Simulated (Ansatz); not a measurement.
Records of electronic-structure calculations.

## PtSe2 (1T monolayer): band gap by G0W0 on HSE06

The cell holds 3 atoms: 1 Pt and 2 Se. Its edges and angles: a = 3.703 Å, b = 3.703 Å, c = 28.400 Å, α = 90.0°, β = 90.0°, γ = 120.0°. Vacuum lies along c.

```
Pt Se
1.0
     3.70317    0.00000    0.00000
    -1.85158    3.20704    0.00000
     0.00000    0.00000   28.40000
Pt Se
1 2
Direct
  0.00000 0.00000 0.50000
  0.33333 0.66667 0.54549
  0.66667 0.33333 0.45451
```

```
method               : G0W0 on HSE06, plane waves, PAW; PAW set soft_1 (and 1 further level or step)
program              : Ansatz 0.2.0
settings of one run  : cutoff 420 eV, 6×6×1 k-mesh, PAW set soft 1, empty bands 410, screening cutoff 66 eV, screening contour deformation, QP bands (v2, c2)
cost                 : 2 runs, 83 s in all on 1 × NVIDIA H100 80GB HBM3 (shared by 6 runs) with 3 threads of AMD EPYC 7R13 (Zen 3), shared host (the runs of this entry)
notes                : In doubt: masses and optical values from hybrid runs of this build are listed as unsure (in some of the runs), which bears on the screening that GW takes from such a start. Values taken over the cell’s volume include its vacuum. The structure was relaxed with PBEsol. Limits: coarse mesh for a sheet; no spin polarisation; d states lean on the start; no spin-orbit coupling. Bands and cutoff are finite, so the gap is not at the basis limit. The miss can reach some tenths of an eV and take either sign; the mesh is an error of its own. The calculation has static nuclei and no excitons; a measured gap holds zero-point and thermal motion, which mostly lowers it. [rest of the remark cut]
HSE06 gap            : 2.02 eV, indirect
G0W0 gap on the mesh : 2.95 eV, from k = Γ to k = (0.000, 0.167, 0.000)
GW settings          : 6×6×1 mesh, 410 empty bands, screening to 66 eV, PAW set soft_1 files
known limits         : not at the basis limit; coarse mesh for a sheet; no spin polarisation; d states lean on the start; no spin-orbit coupling
```

The starting gap on the GW mesh lies 0.27 eV above that of the first step, which used other files or more points, so the gap over the zone is lower by roughly that much. G0W0 changes the gap by +0.66 eV, from 2.29 eV to 2.95 eV on the mesh: the valence edge shifts by −0.02 eV and the conduction edge by +0.64 eV on the run's own scale; in a sheet such absolute shifts are far from their band limit.

[Paths, hosts, dates, memory and timing lines, banners, echoed tables and standing remarks are left out of the program output.]

[Logs are printed without paths, hosts, clocks, repeated set-up lines and the standing remarks that a program may print on its own settings, such as how far it seeks lower states.]

[Runs of the session that timed out or met a known fault of the program may be left out.]

[Cells called generated may have been cut or substituted from an entry of the Crystallography Open Database or the Materials Project.]

[Hosts, paths, dates, database ids (printed as entryN), source tags and the programs' standing remarks are cut or masked in the printed files.]
